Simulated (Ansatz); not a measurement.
**FeSi2 (Linzhiite, P4/mmm): modes against uniaxial strain along c**

Aim: how do the optical modes of FeSi2 (Linzhiite, P4/mmm) shift and split under this strain?

Method: DFT PBEsol, scalar-relativistic, plane waves, PAW; PAW set soft_1, in Ansatz 0.2.0.

Most raw output is cut from this account.

### Step 1. Starting point

It takes space group P4/mmm (No. 123, tetragonal). Conventional cell: a = 2.684 Å, b = 2.684 Å, c = 5.128 Å, α = 90.00°, β = 90.00°, γ = 90.00°. Nearest to Si lie 4 Fe at 2.35 Å and 1 Si at 2.36 Å. Fe has 8 Si at 2.35 Å nearest. Farther neighbours are not listed.

Structure file:

```cif
data_structure
_symmetry_space_group_name_H-M 'P4/mmm'
_symmetry_Int_Tables_number 123
_cell_length_a 2.6840
_cell_length_b 2.6840
_cell_length_c 5.1280
_cell_angle_alpha 90.000
_cell_angle_beta 90.000
_cell_angle_gamma 90.000
_cell_volume 36.94
loop_
_atom_site_label
_atom_site_type_symbol
_atom_site_symmetry_multiplicity
_atom_site_Wyckoff_symbol
_atom_site_fract_x
_atom_site_fract_y
_atom_site_fract_z
_atom_site_occupancy
Si1 Si 2 h 0.50000 0.50000 0.27000 1
Fe1 Fe 1 a 0.00000 0.00000 0.00000 1
```

### Step 2. Relaxation

The cell and atoms are relaxed, since residual forces and stress would shift the frequencies.

File input.yaml:

```yaml
crystal:
  lattice:
    - [2.684, 0.0, 0.0]
    - [0.0, 2.684, 0.0]
    - [0.0, 0.0, 5.128]
  atoms:
    - { symbol: Si, position: [0.5, 0.5, 0.27] }
    - { symbol: Si, position: [0.5, 0.5, 0.73] }
    - { symbol: Fe, position: [0.0, 0.0, 0.0] }
kpoints:
  mp_grid: { grid: [16, 16, 8] }
hamiltonian:
  xc: pbesol
  pseudopotentials: { kind: paw, azcp: { folder: soft_1 }, xc_functional: pbe }
scf:
  occupations: { method: gaussian, width: 0.1 }
output:
  forces: true
  stress: true
  eigenvalues: true
  write_density: true
  write_potential: true
  elf: true
  volumetric_format: npy
relax:
  adjacent_minimum: "off"
  f_tol: 0.005
  max_steps: 80
  cell: { stress_tol: 0.05 }
```

Started as:

```console
ansatz run input.yaml --threads 4 --pin off --max-ram 10240MiB --backend cpu --events-out ev --progress --plain --runs-dir out
```

The job ended after 9 s (4 threads of Arm Neoverse V2, shared host; peak memory 0.44 GiB; 34 s of CPU time).

This run has no spin polarisation, although Fe can carry a moment.

Relaxation path:

| step | energy less that of the first step (eV) | largest force component (eV/Å) | pressure (GPa) | volume (Å³) |
| --- | --- | --- | --- | --- |
| 1 | 0.0000 | 0.2697 | -1.64 | 36.94 |
| 2 | -0.0047 | 0.0346 | -0.41 | 36.65 |
| 3 | -0.0049 | 0.0078 | -0.04 | 36.58 |
| 4 | -0.0049 | 0.0010 | -0.01 | 36.57 |
| 5* | -0.0048 | 0.0009 | -0.01 | 36.57 |

Relaxation steps marked * repeat the geometry before them on a plane-wave basis chosen anew for their cell, so energy and pressure can jump there.

Forces are held to the 16 operations that the run works with; a distortion that breaks them can't arise in this run.

| conventional cell, symmetrised | before | after | change |
| --- | --- | --- | --- |
| a (Å) | 2.684 | 2.676 | -0.3 % |
| b (Å) | 2.684 | 2.676 | -0.3 % |
| c (Å) | 5.128 | 5.106 | -0.4 % |
| volume (Å³/atom) | 12.31 | 12.19 | -1.0 % |

The relaxed structure:

```xyz
3
Lattice="2.6763 0.0000 0.0000 0.0000 2.6763 0.0000 0.0000 0.0000 5.1064" Properties=species:S:1:pos:R:3 pbc="T T T"
Si    1.3381    1.3381    1.3886
Si    1.3381    1.3381    3.7178
Fe    0.0000    0.0000    0.0000
```

This step gave:

```yaml
pressure: -0.007694 GPa
volume_per_atom: 12.19 Å³
gap_on_the_k_mesh: 0 eV
```

ELF in the ac plane at fractional y = 0.500, with atoms of Si within 0.2 Å of it. It is the smooth field of the valence electrons, not physical close to the nuclei.

Ten even steps from '_' (0.17) to '@' (0.96):
```
::::::------------------::::
::------====------====------
----==++++==------==++++==--
====++**++==::..::==++**++==
++++****==::..__..::==****++
++****++--....::....--++****
++++**++::..::==::..::++**++
==++++==::..::--::..::==++++
----====--::------::--====--
..::--++++****##****++++--::
__..--++##%%@@@@@@%%##++--..
____--**%%@@@@@@@@@@%%**--__
____--**%%@@@@@@@@@@%%**--__
____--**%%@@@@@@@@@@%%**--__
__..--++##%%@@@@@@%%##++--..
..::--++++****##****++++--::
----====--::------::--====--
==++++==::..::--::..::==++++
++++**++::..::==::..::++**++
++****++--....::....--++****
++++****==::..__..::==****++
====++**++==::..::==++**++==
----==++++==------==++++==--
::------====------====------
::::::------------------::::
::::::::::::::::::::::::::::
```
Columns run along a (2.7 Å), rows up along c (5.1 Å). Atoms in or near the plane, at fractional coordinates: Si at (0.50, 0.27), Si at (0.50, 0.73).

Valence density in the ac plane at fractional y = 0.500, with atoms of Si within 0.2 Å of it. It is the smooth field of the valence electrons, not physical close to the nuclei.

Values in e/Å³, 24 rows by 14 columns, each cell a mean:
```
0.33 0.33 0.33 0.33 0.33 0.32 0.32 0.32 0.32 0.32 0.33 0.33 0.33 0.33
0.34 0.34 0.35 0.36 0.37 0.37 0.36 0.36 0.36 0.37 0.37 0.36 0.35 0.34
0.34 0.35 0.38 0.40 0.42 0.40 0.38 0.36 0.38 0.40 0.42 0.40 0.38 0.35
0.36 0.37 0.40 0.44 0.43 0.37 0.31 0.29 0.31 0.37 0.43 0.44 0.40 0.37
0.36 0.37 0.41 0.43 0.39 0.30 0.22 0.19 0.22 0.30 0.39 0.43 0.41 0.37
0.34 0.36 0.39 0.40 0.34 0.24 0.16 0.14 0.16 0.24 0.34 0.40 0.39 0.36
0.30 0.32 0.36 0.37 0.31 0.22 0.16 0.15 0.16 0.22 0.31 0.37 0.36 0.32
0.26 0.27 0.31 0.34 0.32 0.27 0.23 0.22 0.23 0.27 0.32 0.34 0.31 0.27
0.21 0.22 0.27 0.32 0.36 0.38 0.38 0.38 0.38 0.38 0.36 0.32 0.27 0.22
0.17 0.19 0.23 0.30 0.39 0.47 0.52 0.54 0.52 0.47 0.39 0.30 0.23 0.19
0.15 0.16 0.21 0.28 0.38 0.49 0.57 0.60 0.57 0.49 0.38 0.28 0.21 0.16
0.14 0.15 0.20 0.27 0.37 0.48 0.57 0.60 0.57 0.48 0.37 0.27 0.20 0.15
0.14 0.16 0.20 0.28 0.38 0.49 0.57 0.61 0.57 0.49 0.38 0.28 0.20 0.16
0.17 0.18 0.23 0.30 0.39 0.47 0.53 0.55 0.53 0.47 0.39 0.30 0.23 0.18
0.20 0.22 0.26 0.32 0.37 0.39 0.39 0.39 0.39 0.39 0.37 0.32 0.26 0.22
0.25 0.27 0.31 0.34 0.32 0.28 0.24 0.23 0.24 0.28 0.32 0.34 0.31 0.27
0.30 0.32 0.35 0.36 0.31 0.22 0.16 0.15 0.16 0.22 0.31 0.36 0.35 0.32
0.34 0.35 0.39 0.40 0.33 0.23 0.16 0.14 0.16 0.23 0.33 0.40 0.39 0.35
0.36 0.37 0.41 0.43 0.39 0.30 0.22 0.19 0.22 0.30 0.39 0.43 0.41 0.37
0.36 0.37 0.40 0.44 0.43 0.37 0.31 0.28 0.31 0.37 0.43 0.44 0.40 0.37
0.35 0.35 0.38 0.41 0.42 0.40 0.37 0.36 0.37 0.40 0.42 0.41 0.38 0.35
0.34 0.34 0.35 0.36 0.37 0.37 0.36 0.36 0.36 0.37 0.37 0.36 0.35 0.34
0.33 0.33 0.33 0.33 0.33 0.33 0.32 0.32 0.32 0.33 0.33 0.33 0.33 0.33
0.33 0.33 0.33 0.32 0.31 0.30 0.30 0.30 0.30 0.30 0.31 0.32 0.33 0.33
```
Columns run along a (2.7 Å), rows up along c (5.1 Å). Atoms in or near the plane, at fractional coordinates: Si at (0.50, 0.27), Si at (0.50, 0.73).

Electrostatic potential energy in the ac plane at fractional y = 0.500, with atoms of Si within 0.2 Å of it. With pseudopotentials it is smooth inside the atoms' cores, unlike the true potential.

Ten even steps from '_' (-24 eV) to '@' (15 eV):
```
@@@@@@@@@@@@@@@@@@@@@@@@@@@@
@@@@@@@@%%%%%%##%%%%%%@@@@@@
@@@@@@%%##**======**##%%@@@@
@@@@%%##++::______::++##%%@@
@@@@%%++..____..____..++%%@@
@@%%##==____==**==____==##%%
@@%%##--__..##@@##..__--##%%
@@%%##--__..++##++..__--##%%
@@@@%%++..__..::..__..++%%@@
@@@@%%##==..______..==##%%@@
@@@@@@%%##++==--==++##%%@@@@
@@@@@@@@%%%%######%%%%@@@@@@
@@@@@@@@@@%%%%%%%%%%@@@@@@@@
@@@@@@@@%%%%######%%%%@@@@@@
@@@@@@%%##++==--==++##%%@@@@
@@@@%%##==..______..==##%%@@
@@@@%%++..__..::..__..++%%@@
@@%%##--__..++##++..__--##%%
@@%%##--__..##@@##..__--##%%
@@%%##==____==**==____==##%%
@@@@%%++..____..____..++%%@@
@@@@%%##++::______::++##%%@@
@@@@@@%%##**======**##%%@@@@
@@@@@@@@%%%%%%##%%%%%%@@@@@@
@@@@@@@@@@@@@@@@@@@@@@@@@@@@
@@@@@@@@@@@@@@@@@@@@@@@@@@@@
```
Columns run along a (2.7 Å; values clipped at the 3rd and 97th percentile), rows up along c (5.1 Å). Atoms in or near the plane, at fractional coordinates: Si at (0.50, 0.27), Si at (0.50, 0.73).

In this step the volume went from 12.31 to 12.19 Å³/atom.

### Step 3. Tight relaxation

Phonons need small forces and stress, so the relaxation is finished with tight tolerances on 16×16×8 k points.

input.yaml, the sections that differ from step 2:

```yaml
crystal:
  lattice:
    - [2.676277888, 0.0, 0.0]
    - [0.0, 2.676277888, 0.0]
    - [0.0, 0.0, 5.1063617687]
  atoms:
    - { symbol: Si, position: [0.5, 0.5, 0.2719374094] }
    - { symbol: Si, position: [0.5, 0.5, 0.7280625906] }
    - { symbol: Fe, position: [0.0, 0.0, 0.0] }
scf:
  occupations: { method: methfessel_paxton, width: 0.2 }
output:
  forces: true
  stress: true
  eigenvalues: true
relax:
  adjacent_minimum: "off"
  f_tol: 0.001
  max_steps: 60
  cell: { stress_tol: 0.01 }
# kpoints, hamiltonian: as in step 2
```

Elapsed: 6.6 s, on 4 threads; peak memory 0.43 GiB.

Little changed from the start: no atom moved by 0.005 Å and no cell edge by 0.1 %.

Numbers from this step:

- pressure: -0.002487 GPa

The largest force component left is 0.26 meV/Å and the pressure is -0.002 GPa, within the tolerances set. The cell now holds 12.19 Å³/atom.

### Step 4. Zone-centre response at rest

Phonons follow from the second derivative of the energy, found here by linear response.

The modes at rest are the reference of the series.

input.yaml, the sections that differ from step 3:

```yaml
crystal:
  lattice:
    - [2.6758240265, 0.0, 0.0]
    - [0.0, 2.6758240265, 0.0]
    - [0.0, 0.0, 5.1069498364]
  atoms:
    - { symbol: Si, position: [0.5, 0.5, 0.2719751077] }
    - { symbol: Si, position: [0.5, 0.5, 0.7280248923] }
    - { symbol: Fe, position: [0.0, 0.0, 0.0] }
output:
  eigenvalues: true
phonons:
  method: dfpt
# kpoints, hamiltonian, scf: as in step 3
# relax: removed
```

The job ended after 23 s (4 threads; peak memory 0.97 GiB; 86 s of CPU time).

Numbers from this step:

```
sum-rule residual before enforcement                    : 7.31e-5 eV/Å²
point group                                             : 4/mmm
highest optical mode at the zone centre (no LO-TO term) : 560.4 cm⁻¹
lowest optical zone-centre mode                         : 228.0 cm⁻¹
```

Patterns of degenerate modes are one choice out of their space. Modes at Γ, with each element's share of the kinetic energy:

| mode | frequency (cm⁻¹) | symmetry | Si % | Fe % |
| --- | --- | --- | --- | --- |
| 1 | 0.0 | acoustic | 50 | 50 |
| 2 | 0.0 | acoustic | 50 | 50 |
| 3 | 0.0 | acoustic | 50 | 50 |
| 4 | 228.0 | Eg | 100 | 0 |
| 5 | 228.0 | Eg | 100 | 0 |
| 6 | 290.5 | Eu | 50 | 50 |
| 7 | 290.5 | Eu | 50 | 50 |
| 8 | 362.2 | A2u | 50 | 50 |
| 9 | 560.4 | A1g | 100 | 0 |

Displacements in mode 5 (228.0 cm⁻¹), the largest set to 1:
```
Si1  0.00  1.00  0.00
Si2  0.00 -1.00  0.00
Fe3  0.00  0.00  0.00
```

Displacements in mode 6 (290.5 cm⁻¹), the largest set to 1:
```
Si1  0.00 -0.99  0.00
Si2  0.00 -0.99  0.00
Fe3  0.00  1.00  0.00
```

Before it was imposed, the acoustic sum rule was missed by 7.3e-5 eV/Å². Small misses are needed for a sound result but don't prove that mesh and cutoff are converged. The lowest optical mode is real, 228 cm⁻¹.

### Step 5. A member of the series: uniaxial strain of +4 % along c

The cell takes a uniaxial strain of +4 % along c. The strained length and the angles are held, while the rest of the cell and the atoms relax.

input.yaml, the sections that differ from step 4:

```yaml
crystal:
  lattice:
    - [2.6588673814, 0.0, 0.0]
    - [0.0, 2.6588673814, 0.0]
    - [0.0, 0.0, 5.31122783]
  atoms:
    - { symbol: Si, position: [0.5, 0.5, 0.2725917153] }
    - { symbol: Si, position: [0.5, 0.5, 0.7274082847] }
    - { symbol: Fe, position: [0.0, 0.0, 0.0] }
output:
  forces: true
  stress: true
  eigenvalues: true
relax:
  adjacent_minimum: "off"
  f_tol: 0.001
  max_steps: 60
  cell: { stress_tol: 0.01, fix: [c, angles] }
# kpoints, hamiltonian, scf: as in step 4
# phonons: removed
```

Elapsed: 7 s, on 4 threads; peak memory 0.43 GiB.

Relaxation path:

| step | energy less that of the first step (eV) | largest force component (eV/Å) | pressure (GPa) | volume (Å³) |
| --- | --- | --- | --- | --- |
| 1 | 0.0000 | 0.0152 | -5.89 | 37.55 |
| 2 | -0.0004 | 0.0196 | -5.44 | 37.44 |
| 3 | -0.0004 | 0.0009 | -5.24 | 37.41 |
| 4* | -0.0004 | 0.0009 | -5.25 | 37.41 |

Relaxation steps marked * repeat the geometry before them on a plane-wave basis chosen anew for their cell, so energy and pressure can jump there.

Forces are held to the 16 operations that the run works with; a distortion that breaks them can't arise in this run.

| conventional cell, symmetrised | before | after | change |
| --- | --- | --- | --- |
| a (Å) | 2.659 | 2.654 | -0.2 % |
| b (Å) | 2.659 | 2.654 | -0.2 % |
| c (Å) | 5.311 | 5.311 | +0.0 % |
| volume (Å³/atom) | 12.52 | 12.47 | -0.4 % |

The relaxed structure:

```xyz
3
Lattice="2.6539 0.0000 0.0000 0.0000 2.6539 0.0000 0.0000 0.0000 5.3112" Properties=species:S:1:pos:R:3 pbc="T T T"
Si    1.3270    1.3270    1.4481
Si    1.3270    1.3270    3.8631
Fe    0.0000    0.0000    0.0000
```

Numbers from this step:

```
pressure        : -5.245 GPa
volume per atom : 12.47 Å³
```

The largest force component left is 0.85 meV/Å.

### Step 6. Zone-centre modes of the member: uniaxial strain of +4 % along c

The zone-centre modes follow for uniaxial strain of +4 % along c.

input.yaml, the sections that differ from step 5:

```yaml
crystal:
  lattice:
    - [2.6539232441, 0.0, 0.0]
    - [0.0, 2.6539232441, 0.0]
    - [0.0, 0.0, 5.31122783]
  atoms:
    - { symbol: Si, position: [0.5, 0.5, 0.2726563514] }
    - { symbol: Si, position: [0.5, 0.5, 0.7273436486] }
    - { symbol: Fe, position: [0.0, 0.0, 0.0] }
output:
  eigenvalues: true
phonons:
  method: dfpt
# kpoints, hamiltonian, scf: as in step 5
# relax: removed
```

Elapsed: 24 s, on 4 threads; peak memory 0.99 GiB; 88 s of CPU time.

Numbers from this step:

- sum-rule residual before enforcement: 3.24e-5 eV/Å²
- highest optical mode at the zone centre (no LO-TO term): 493.8 cm⁻¹
- lowest optical zone-centre mode: 221.7 cm⁻¹

Patterns of degenerate modes are one choice out of their space. Modes at Γ, with each element's share of the kinetic energy:

| mode | frequency (cm⁻¹) | symmetry | Si % | Fe % |
| --- | --- | --- | --- | --- |
| 1 | 0.0 | acoustic | 50 | 50 |
| 2 | 0.0 | acoustic | 50 | 50 |
| 3 | 0.0 | acoustic | 50 | 50 |
| 4 | 221.7 | Eg | 100 | 0 |
| 5 | 221.7 | Eg | 100 | 0 |
| 6 | 266.8 | Eu | 50 | 50 |
| 7 | 266.8 | Eu | 50 | 50 |
| 8 | 328.1 | A2u | 50 | 50 |
| 9 | 493.8 | A1g | 100 | 0 |

The lowest optical mode is real, 222 cm⁻¹, and the highest lies at 493.8 cm⁻¹.

Between step 4 and this run (strain 4 %) the value for the highest optical mode at the zone centre (no LO-TO term) moves from 560 cm⁻¹ to 494 cm⁻¹ (-12 %).

### Step 7. Relaxation of a member: uniaxial strain of -4 % along c

The cell takes a uniaxial strain of -4 % along c. The strained length and the angles are held, while the rest of the cell and the atoms relax.

input.yaml, the sections that differ from step 6:

```yaml
crystal:
  lattice:
    - [2.6959097575, 0.0, 0.0]
    - [0.0, 2.6959097575, 0.0]
    - [0.0, 0.0, 4.9026718429]
  atoms:
    - { symbol: Si, position: [0.5, 0.5, 0.2707374225] }
    - { symbol: Si, position: [0.5, 0.5, 0.7292625775] }
    - { symbol: Fe, position: [0.0, 0.0, 0.0] }
output:
  forces: true
  stress: true
  eigenvalues: true
relax:
  adjacent_minimum: "off"
  f_tol: 0.001
  max_steps: 60
  cell: { stress_tol: 0.01, fix: [c, angles] }
# kpoints, hamiltonian, scf: as in step 6
# phonons: removed
```

Run time: 7.1 s. Hardware: 4 threads; peak memory 0.43 GiB.

(Part 1 of 2 ends here.)

[Logs are printed without paths, hosts, clocks, repeated set-up lines and the standing remarks that a program may print on its own settings, such as how far it seeks lower states.]

[Hosts, paths, dates, database ids (printed as entryN), source tags and the programs' standing remarks are cut or masked in the printed files.]
